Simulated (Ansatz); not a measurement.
# The puckered PAs monolayer between two gates

Aim: charge, voltage and capacitance of the puckered PAs monolayer in a field-effect set-up.

Main program and level: Ansatz 0.2.0; plane-wave DFT, PBE-D3(BJ), Ansatz PAW, in the first sound run; inputs show where later runs differ.

**1. The starting structure**

The cell holds 4 atoms: 2 P and 2 As. Cell: a = 4.690 Å, b = 3.500 Å, c = 35.760 Å, α = 90.0°, β = 90.0°, γ = 90.0°. Vacuum lies along c.

**2. Relaxation**

The starting cell is a guess, so the in-plane lattice and the atoms are relaxed first, with the slab cut off from its images along the normal.

The input, input.yaml:

```yaml
crystal:
  lattice:
    - [4.69, 0.0, 0.0]
    - [0.0, 3.5, 0.0]
    - [0.0, 0.0, 35.7600000002]
  atoms:
    - { symbol: P, position: [0.09, 0.0, 0.4670022371] }
    - { symbol: As, position: [0.41, 0.5, 0.4697986577] }
    - { symbol: As, position: [0.91, 0.0, 0.5302013423] }
    - { symbol: P, position: [0.59, 0.5, 0.5329977629] }
  periodic: [true, true, false]
kpoints:
  mp_grid: { grid: [8, 10, 1] }
hamiltonian:
  xc: pbe
  dispersion: d3bj
scf:
  occupations: { method: fermi_dirac, width: 0.05 }
  convergence: { dr2_threshold: 1.0e-09 }
relax:
  f_tol: 0.004
  max_steps: 90
  cell: {}
output:
  write_potential: true
  write_density: true
  volumetric_format: npy
```

The run is started by

```
$ ansatz run input.yaml --threads 4 --pin off --max-ram 8192MiB --backend cpu --events-out ev --progress --plain --runs-dir out
```

Numbers of over 12 decimals in the logs are rounded to 6 here.

What it wrote:

```text
Warning: relax.cell: scf.convergence.dr2_threshold = 1e-9 eV is looser than the 2.61832196871e-10 eV advised for a relaxation that steers and ends on the stress (1e-10 eV for each atom of the cell: 4, times the square of relax.cell.stress_2d_tol = 0.05 N/m over 12.4 Å (the atoms' height at the walk's start and 5 Å past either face), 4.045e-2 GPa, over a crystal's default 0.05). What an SCF threshold leaves in a stress goes as its square root, and in the free energy as the threshold itself, and one threshold admits the most on a small cell: [figures from the program's tests cut] Set scf.convergence.dr2_threshold to 2.61832196871e-10 eV or tighter. [rest of the remark cut]
Engine: ansatz 0.2.0, aarch64-unknown-linux-gnu
Pseudopotentials: kind: paw
Pseudopotential: P, paw, valence charge 5, recommended cutoff 420 eV (normal), P.paw.azcp
Pseudopotential: As, paw, valence charge 15, recommended cutoff 420 eV (normal), As.paw.azcp
Functional definition: PBE
  parameter kappa = 0.804
  parameter beta = 0.066725
  exchange = pbe_x(kappa = kappa, mu = beta*pi^2/3)
  correlation = pbe_c(beta = beta)
Crystal: 4 atoms, lattice volume = 587.000 Å³
Basis set: ecut = 420 eV, 11447 PW (Γ), exchange–correlation on 64×48×480 points (8 copies of the dense FFT grid, shifted against one another)
Bands: 24, of which v1, the nominal top of the filled ones, is band 20 counted from 1 (19 counted from 0)
Symmetry: 4 space group operations
Space group: Pmn21 (ITA 31), of the structure as read, at distance tolerance 8.4e-5 Å
k-points: 30 of 80 (time reversal used)
Non-local potential: P, projectors of the file, l = 0: 2, l = 1: 2, l = 2: 2
Non-local potential: As, projectors of the file, l = 0: 2, l = 1: 2, l = 2: 3, l = 3: 1
PAW form: soft (Blöchl's): semilocal exchange-correlation on the pseudo side does not see the compensation charge
PAW one-centre angular grid: P, 110 points (default); XC on 64 Gauss nodes
PAW one-centre angular grid: As, 590 points (default); XC on 64 Gauss nodes
Initial density: superposition of atomic densities (neutral atoms: chi_scale 0, normalization atom), corrected by the library's trained network
Initial wavefunctions: pseudopotential atomic-orbital guess
Functional: x = pbe(κ = 0.804, μ = 0.219515), c = pbe(β = 0.066725)
SCF iter   1: F=—  HF=-11224.177964 eV  |F-HF|=—  |Δ(HF+E_count)|=         —  Δρ=1.15e-3  dr2=1.70e-2  ethr=1.77e-3  ⟨swp⟩=11.1  Hψ=4571  notcnv=0
preconditioner: auto → Resta (q_TF=auto, 1.744 Å⁻¹)  ε∞=1.6  [insulator: Δε(μ)=0.731 eV  Ē_g=8.549 eV  σ=0.050 eV  W_gap=1.00  n_scr=44 (ndim 8)  ℏωp=6.9 eV  f_vac=0.814  D(μ)=0.00/eV (n_scr^D=0)  ε∞_Penn≈1.6  vacuum switching on, ρ_ref=5.3e-3 e/Å³]
SCF iter   2: F=—  HF=-11224.176179 eV  |F-HF|=—  |Δ(HF+E_count)|=   1.78e-3  Δρ=4.68e-4  dr2=1.60e-3  ethr=4.25e-5  ⟨swp⟩=3.6  Hψ=1868  notcnv=0
SCF iter   3: F=—  HF=-11224.176205 eV  |F-HF|=—  |Δ(HF+E_count)|=   2.60e-5  Δρ=2.22e-4  dr2=1.83e-4  ethr=4.00e-6  ⟨swp⟩=3.0  Hψ=1291  notcnv=0
SCF iter   4: F=—  HF=-11224.176389 eV  |F-HF|=—  |Δ(HF+E_count)|=   1.84e-4  Δρ=7.70e-5  dr2=3.03e-5  ethr=4.59e-7  ⟨swp⟩=3.4  Hψ=1592  notcnv=0
SCF iter   5: F=—  HF=-11224.176415 eV  |F-HF|=—  |Δ(HF+E_count)|=   2.60e-5  Δρ=2.23e-5  dr2=2.81e-6  ethr=7.58e-8  ⟨swp⟩=3.2  Hψ=1606  notcnv=0
SCF iter   6: F=—  HF=-11224.176446 eV  |F-HF|=—  |Δ(HF+E_count)|=   3.13e-5  Δρ=4.67e-6  dr2=1.43e-7  ethr=7.04e-9  ⟨swp⟩=2.6  Hψ=1116  notcnv=0
SCF iter   7: F=—  HF=-11224.176446 eV  |F-HF|=—  |Δ(HF+E_count)|=   7.93e-8  Δρ=1.48e-6  dr2=1.09e-8  ethr=3.58e-10  ⟨swp⟩=3.2  Hψ=1248  notcnv=0
SCF iter   8: F=-11224.176447 eV  HF=-11224.176447 eV  |F-HF|=2.75e-9  |Δ(HF+E_count)|=   2.59e-8  Δρ=3.51e-7  dr2=5.94e-10  ethr=2.50e-12  ⟨swp⟩=9.7  Hψ=6089  notcnv=0
SCF 1 converged in 8 iterations: F = -11224.176447 eV  dr2 = 5.94e-10
  greatest PAW one-centre occupation: 0.999 electrons in one spin orbital (limit 2), on the As atom at site 1 (counted from 0), in its partial waves of l = 2
relax step   1: F+E_penalty+E_count = -11224.17644651 eV  Δ(F+E_penalty+E_count) = +0.000e0 eV  max|allowed force component| = 1.037e0 eV/Å  Δτ_max = 0.0000 Å  P = +0.952 N/m  Ω = 587.000 Å³  fix = [c, alpha, beta]  reactions: c +0.000 N/m  (8 SCF iters, accepted)
Crystal: 4 atoms, lattice volume = 566.864 Å³
Basis set: ecut = 420 eV, 11127 PW (Γ), exchange–correlation on 64×48×480 points (8 copies of the dense FFT grid, shifted against one another)
Initial density: handed on by an earlier stage of this run
Initial wavefunctions: those handed on with the density
iter 1 solved again at ethr=5.95e-5 eV; its pass at ethr=3.10e-3 eV (dr2=2.38e-2 eV) is discarded
SCF iter   1: F=—  HF=-11224.293747 eV  |F-HF|=—  |Δ(HF+E_count)|=         —  Δρ=2.42e-3  dr2=2.45e-2  ethr=5.95e-5  ⟨swp⟩=2.6  Hψ=5567  notcnv=0
preconditioner: auto → Resta (q_TF=auto, 1.754 Å⁻¹)  ε∞=1.7  [insulator: Δε(μ)=0.714 eV  Ē_g=8.494 eV  σ=0.050 eV  W_gap=1.00  n_scr=44 (ndim 8)  ℏωp=7.0 eV  f_vac=0.810  D(μ)=0.00/eV (n_scr^D=0)  ε∞_Penn≈1.7  vacuum switching on, ρ_ref=5.2e-3 e/Å³]
SCF iter   2: F=—  HF=-11224.289421 eV  |F-HF|=—  |Δ(HF+E_count)|=   4.33e-3  Δρ=1.22e-3  dr2=4.48e-3  ethr=5.95e-5  ⟨swp⟩=2.1  Hψ=1047  notcnv=0
SCF iter   3: F=—  HF=-11224.289785 eV  |F-HF|=—  |Δ(HF+E_count)|=   3.64e-4  Δρ=3.54e-4  dr2=7.46e-4  ethr=1.12e-5  ⟨swp⟩=3.0  Hψ=1354  notcnv=0
SCF iter   4: F=—  HF=-11224.289688 eV  |F-HF|=—  |Δ(HF+E_count)|=   9.75e-5  Δρ=1.04e-4  dr2=5.67e-5  ethr=1.86e-6  ⟨swp⟩=2.9  Hψ=1082  notcnv=0
SCF iter   5: F=—  HF=-11224.289678 eV  |F-HF|=—  |Δ(HF+E_count)|=   9.67e-6  Δρ=2.77e-5  dr2=8.94e-6  ethr=1.42e-7  ⟨swp⟩=3.0  Hψ=1483  notcnv=0
SCF iter   6: F=—  HF=-11224.289675 eV  |F-HF|=—  |Δ(HF+E_count)|=   3.30e-6  Δρ=7.47e-6  dr2=4.59e-7  ethr=2.23e-8  ⟨swp⟩=2.8  Hψ=1437  notcnv=0
SCF iter   7: F=—  HF=-11224.289704 eV  |F-HF|=—  |Δ(HF+E_count)|=   2.90e-5  Δρ=2.69e-6  dr2=5.55e-8  ethr=1.15e-9  ⟨swp⟩=3.3  Hψ=1578  notcnv=0
SCF iter   8: F=—  HF=-11224.289704 eV  |F-HF|=—  |Δ(HF+E_count)|=   1.83e-9  Δρ=8.08e-7  dr2=3.52e-9  ethr=1.39e-10  ⟨swp⟩=2.5  Hψ=1368  notcnv=0
SCF iter   9: F=-11224.289704 eV  HF=-11224.289704 eV  |F-HF|=7.02e-10  |Δ(HF+E_count)|=   1.51e-9  Δρ=1.78e-7  dr2=1.60e-10  ethr=2.50e-12  ⟨swp⟩=11.9  Hψ=5625  notcnv=0
SCF 2 converged in 9 iterations: F = -11224.289704 eV  dr2 = 1.60e-10
  greatest PAW one-centre occupation: 0.999 electrons in one spin orbital (limit 2), on the As atom at site 2 (counted from 0), in its partial waves of l = 2
[...]
relax step   5: F+E_penalty+E_count = -11224.32830668 eV  Δ(F+E_penalty+E_count) = -6.097e-3 eV  max|allowed force component| = 4.397e-2 eV/Å  Δτ_max = 0.0306 Å  P = -0.308 N/m  Ω = 567.940 Å³  energy of the carried Pulay correction = +3.619e-4 eV  fix = [c, alpha, beta]  reactions: c -0.000 N/m  (8 SCF iters, accepted)
relax step   6: F+E_penalty+E_count = -11224.33206641 eV  Δ(F+E_penalty+E_count) = -3.760e-3 eV  max|allowed force component| = 7.164e-2 eV/Å  Δτ_max = 0.0181 Å  P = +0.019 N/m  Ω = 558.797 Å³  energy of the carried Pulay correction = +5.398e-4 eV  fix = [c, alpha, beta]  reactions: c -0.000 N/m  (8 SCF iters, accepted)
relax step   7: F+E_penalty+E_count = -11224.33392160 eV  Δ(F+E_penalty+E_count) = -1.855e-3 eV  max|allowed force component| = 9.174e-3 eV/Å  Δτ_max = 0.0253 Å  P = -0.009 N/m  Ω = 554.948 Å³  energy of the carried Pulay correction = +6.156e-4 eV  fix = [c, alpha, beta]  reactions: c -0.000 N/m  (8 SCF iters, accepted)
relax step   8: F+E_penalty+E_count = -11224.33418415 eV  Δ(F+E_penalty+E_count) = -2.626e-4 eV  max|allowed force component| = 8.643e-3 eV/Å  Δτ_max = 0.0152 Å  P = +0.011 N/m  Ω = 552.761 Å³  energy of the carried Pulay correction = +6.589e-4 eV  fix = [c, alpha, beta]  reactions: c +0.000 N/m  (7 SCF iters, accepted)
relax step   9: F+E_penalty+E_count = -11224.33424031 eV  Δ(F+E_penalty+E_count) = -5.616e-5 eV  max|allowed force component| = 8.108e-3 eV/Å  Δτ_max = 0.0035 Å  P = -0.018 N/m  Ω = 552.007 Å³  energy of the carried Pulay correction = +6.738e-4 eV  fix = [c, alpha, beta]  reactions: c -0.000 N/m  (6 SCF iters, accepted)
relax step  10: F+E_penalty+E_count = -11224.33424097 eV  Δ(F+E_penalty+E_count) = -6.603e-7 eV  max|allowed force component| = 4.136e-3 eV/Å  Δτ_max = 0.0021 Å  P = +0.006 N/m  Ω = 552.330 Å³  energy of the carried Pulay correction = +6.674e-4 eV  fix = [c, alpha, beta]  reactions: c +0.000 N/m  (6 SCF iters, accepted)
relax step  11: F+E_penalty+E_count = -11224.33424576 eV  Δ(F+E_penalty+E_count) = -4.789e-6 eV  max|allowed force component| = 1.409e-4 eV/Å  Δτ_max = 0.0008 Å  P = -0.001 N/m  Ω = 552.299 Å³  energy of the carried Pulay correction = +6.680e-4 eV  fix = [c, alpha, beta]  reactions: c -0.000 N/m  (5 SCF iters, accepted)
Basis set: ecut = 420 eV, 10775 PW (Γ), exchange–correlation on 60×48×480 points (8 copies of the dense FFT grid, shifted against one another)
Initial wavefunctions: pseudopotential atomic-orbital guess (no wavefunctions were taken with the density)
iter 1 solved again at ethr=1.41e-6 eV; its pass at ethr=3.10e-3 eV (dr2=5.65e-4 eV) is discarded
SCF iter   1: F=—  HF=-11224.333777 eV  |F-HF|=—  |Δ(HF+E_count)|=         —  Δρ=1.50e-5  dr2=3.00e-7  ethr=1.41e-6  ⟨swp⟩=4.9  Hψ=7002  notcnv=0
eigensolver tolerance schedule: the retry pair's looser diagonalisation over-reported the residual by 1882.08 of it (diagonalisation noise at 6.02 of the residual, at the tolerance the schedule requests for it); recorded, not acted on — ethr = c·dr2/N_el stays at c = 1.0e-1
preconditioner: auto → Resta (q_TF=auto, 1.761 Å⁻¹)  ε∞=1.7  [insulator: Δε(μ)=0.585 eV  Ē_g=8.516 eV  σ=0.050 eV  W_gap=0.99  n_scr=42 (ndim 8)  ℏωp=7.1 eV  f_vac=0.812  D(μ)=0.00/eV (n_scr^D=0)  ε∞_Penn≈1.7  vacuum switching on, ρ_ref=5.3e-3 e/Å³]
SCF iter   2: F=—  HF=-11224.333801 eV  |F-HF|=—  |Δ(HF+E_count)|=   2.36e-5  Δρ=7.44e-6  dr2=9.01e-8  ethr=7.50e-10  ⟨swp⟩=4.6  Hψ=2269  notcnv=0
SCF iter   3: F=—  HF=-11224.333805 eV  |F-HF|=—  |Δ(HF+E_count)|=   4.40e-6  Δρ=2.70e-6  dr2=6.49e-8  ethr=2.25e-10  ⟨swp⟩=2.7  Hψ=1386  notcnv=0
SCF iter   4: F=—  HF=-11224.333805 eV  |F-HF|=—  |Δ(HF+E_count)|=   1.94e-7  Δρ=1.17e-6  dr2=2.39e-9  ethr=1.62e-10  ⟨swp⟩=3.0  Hψ=1119  notcnv=0
SCF iter   5: F=—  HF=-11224.333805 eV  |F-HF|=—  |Δ(HF+E_count)|=   2.18e-7  Δρ=2.49e-7  dr2=5.95e-10  ethr=2.50e-12  ⟨swp⟩=15.3  Hψ=6312  notcnv=0
SCF iter   6: F=-11224.333805 eV  HF=-11224.333805 eV  |F-HF|=1.48e-9  |Δ(HF+E_count)|=   3.32e-9  Δρ=5.35e-8  dr2=1.58e-11  ethr=1.49e-12  ⟨swp⟩=9.0  Hψ=4521  notcnv=0
SCF 12 converged in 6 iterations: F = -11224.333805 eV  dr2 = 1.58e-11
relax step  12: F+E_penalty+E_count = -11224.33380542 eV  Δ(F+E_penalty+E_count) = +4.403e-4 eV  max|allowed force component| = 1.910e-4 eV/Å  Δτ_max = 0.0000 Å  P = -0.004 N/m  Ω = 552.299 Å³  fix = [c, alpha, beta]  reactions: c -0.000 N/m  stress off target by 5.73e-3 N/m on what of the cell is left free  SCF on the basis re-selected at this cell (its energy is not comparable with the rows above)  (6 SCF iters)
basis re-selected at this cell: Δ(F+E_penalty+E_count) = +4.403e-4 eV, ΔP = -0.003 N/m vs the last step (what re-selecting the basis moved, of the pressure what is left beyond the Pulay correction that the steps carried, after the strain that the cell walked since its last selection, with what the two solves' SCF thresholds leave and, on support functions, any second-order correction that the steps lacked; it is no measure of the basis error at this ecutwfc). The dense FFT grid was sized anew with the basis: this SCF ran on 30×24×240 points, the steps before it on 32×24×240, so part of this shift can come from that change (see relax.cell in the input reference). [rest of the remark cut]
SCF converged after 6 iterations
Free energy (F): -11224.333805 eV
Harris-Foulkes:  -11224.333805 eV  (|F-HF|=1.48e-9)
Internal energy: -11224.333720 eV  (E = F + TS)
E sigma→0 (E₀):  -11224.333763 eV
Entropy (-TS):   -0.000085 eV (-0.021 meV/atom)
Fermi energy:    -4.135370 eV
--- Per-component energies (eV) ---
  E_band       = -1018.829212
  E_kinetic    = 343.347296
  E_local      = -73977.291663  (includes V_loc(G=0)·N_el)
  E_nonlocal   = -1272.811272
  E_hartree    = 36857.900530
  E_xc         = -279.948304
  E_vxc        = -277.885742  (∫ρ·V_xc dr)
  E_paw        = -4808.409508  (= ΣΔE_a)
  E_vpaw       = 450.011099  (= ΣTr[D̂ρ^β])
  E_aug_tail   = 0.000023  (compensation charges beyond the density's cutoff)
  E_ewald      = 31913.901373
  E_disp       = -1.022195  (pairwise vdW)
  E_smearing   = -0.000085  (= −TS)
  E_closure    = 0.000000  (closes the sum)
  Σ components = -11224.333805   (vs F -11224.333805, Δ=0.00e0)
--- Forces (eV/Å), atoms counted from 1 ---
  atom   1  P     -0.00001662     0.00000000    -0.00019096
  atom   2  As     0.00001662     0.00000000    -0.00000554
  atom   3  As     0.00001662     0.00000000     0.00000554
  atom   4  P     -0.00001662     0.00000000     0.00019096
  max |Σ_I F_I| component: 1.55e-9 eV/Å
--- 2D stress c σ (N/m, compression-positive) ---
       -0.005732       0.000000       0.000000
        0.000000      -0.002843       0.000000
        0.000000       0.000000      -0.000000
  P = ½ c Tr σ = -0.0043 N/m
--- Band table (eV; the first three rows and the last of 30) ---
  k-point 0: bands = [... 16 lower, -7.8491, -6.4137, -6.0996, -4.7209, -3.8521, -2.8360, -1.9582, -1.1452]
  k-point 1: bands = [... 16 lower, -8.2248, -6.5046, -6.3155, -4.7877, -3.7673, -2.0721, -1.7804, -1.3310]
  k-point 2: bands = [... 16 lower, -8.4622, -6.9097, -6.1763, -5.0452, -3.4970, -2.8043, -1.2520, -0.7121]
  k-point 29: bands = [... 16 lower, -9.0410, -9.0410, -6.1624, -6.1624, -2.0532, -2.0532, 0.1249, 0.1249]
  the weakly bound empty levels are not read free of the cell's end (no_gap_told)
--- Relaxed structure (11 steps of the walk, 11 accepted, 1 SCFs on fresh bases) ---
  F+E_penalty+E_count = -11224.33380542 eV   max|allowed force component| = 1.910e-4 eV/Å   (the final SCF, on the basis selected at the relaxed cell)
  cell:  # Å, volume = 552.2989 Å³
    - [4.386975, 0, 0]
    - [0, 3.520558, 0]
    - [0, 0, 35.7600000002]
  atoms:
    - { symbol: P, position: [0.069186, 0, 0.470707] }
    - { symbol: As, position: [0.430814, 0.5, 0.465483] }
    - { symbol: As, position: [0.930814, 0, 0.534517] }
    - { symbol: P, position: [0.569186, 0.5, 0.529293] }
```

The job ended after 88 s (4 threads of Arm Neoverse V2, shared host; peak memory 0.94 GiB).

Relaxation path:

```
step  energy less that of the first step (eV)  largest force component (eV/Å)  volume (Å³)
   1                                   0.0000                          1.0367       587.00
   2                                  -0.1133                          0.2358       566.86
   3                                  -0.1327                          0.1227       570.87
   4                                  -0.1458                          0.0876       571.51
   5                                  -0.1519                          0.0440       567.94
   6                                  -0.1556                          0.0716       558.80
   7                                  -0.1575                          0.0092       554.95
   8                                  -0.1577                          0.0086       552.76
   9                                  -0.1578                          0.0081       552.01
  10                                  -0.1578                          0.0041       552.33
  11                                  -0.1578                          0.0001       552.30
 12*                                  -0.1574                          0.0002       552.30
```

Relaxation steps marked * repeat the geometry before them on a plane-wave basis chosen anew for their cell, so energy and pressure can jump there.

Forces are held to the 4 operations that the run works with; a distortion that breaks them can't arise in this run.

```
cell as run  before  after  change
      a (Å)   4.690  4.387  -6.5 %
      b (Å)   3.500  3.521  +0.6 %
```

The atoms that moved most (Å, along periodic axes as changes of fractional coordinates times the final cell, across vacuum about the mean position):

```
atom      dx     dy      dz  length
 As3   0.091  0.000   0.154   0.179
 As2   0.091  0.000  -0.154   0.179
  P4  -0.091  0.000  -0.132   0.161
  P1  -0.091  0.000   0.132   0.161
```

The relaxed structure:

```xyz
4
Lattice="4.3870 0.0000 0.0000 0.0000 3.5206 0.0000 0.0000 0.0000 35.7600" Properties=species:S:1:pos:R:3
P     0.3035    0.0000   16.8325
As    1.8900    1.7603   16.6457
As    4.0835    0.0000   19.1143
P     2.4970    1.7603   18.9275
```

The lattice constant a goes from 4.690 to 4.387 Å.

(Part 1 of 4 ends here.)

[Logs are printed without paths, hosts, clocks, repeated set-up lines and the standing remarks that a program may print on its own settings, such as how far it seeks lower states.]

[Hosts, paths, dates, database ids (printed as entryN), source tags and the programs' standing remarks are cut or masked in the printed files.]

[Maps of the electrostatic potential energy from Ansatz leave out the sawtooth potential of an applied field or a dipole correction, so their vacuum need not be flat; planar profiles and work functions include it.]
